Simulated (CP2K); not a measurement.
The C K edge of fluoroacetonitrile was computed by TDDFT (CP2K XAS_TDP, aug-cc-pVTZ, TDA) at these levels: BHandHLYP, PBEh(45%) and PBEh(45%) + GW2X. The first three lines of C2 (bonded to C and N) with a strength over 0.0015, energy in eV and strength:

| run | first | second | third |
| --- | --- | --- | --- |
| 1 | 281.67 (0.046) | 282.13 (0.058) | 286.36 (0.014) |
| 2 | 287.02 (0.045) | 287.49 (0.057) | 291.71 (0.013) |
| 3 | 283.64 (0.050) | 284.03 (0.062) | 288.42 (0.013) |

**Question.** Which run is which?

Run 1: PBEh(45%) (45 % exact exchange). Run 2: PBEh(45%) + GW2X (45 % exact exchange). Run 3: BHandHLYP (50 % exact exchange). Self-interaction lifts the core level, so the uncorrected lines rise with the share of exact exchange. The GW2X run keeps the spacings of its parent: 0.47 eV between the first two lines in run 2, 0.46 eV in run 1. Its shift is +5.35 eV, since the Kohn–Sham level at this share of exchange lies that far above the quasiparticle level.

[Hosts, paths, dates, database ids (printed as entryN), source tags and the programs' standing remarks are cut or masked in the printed files.]
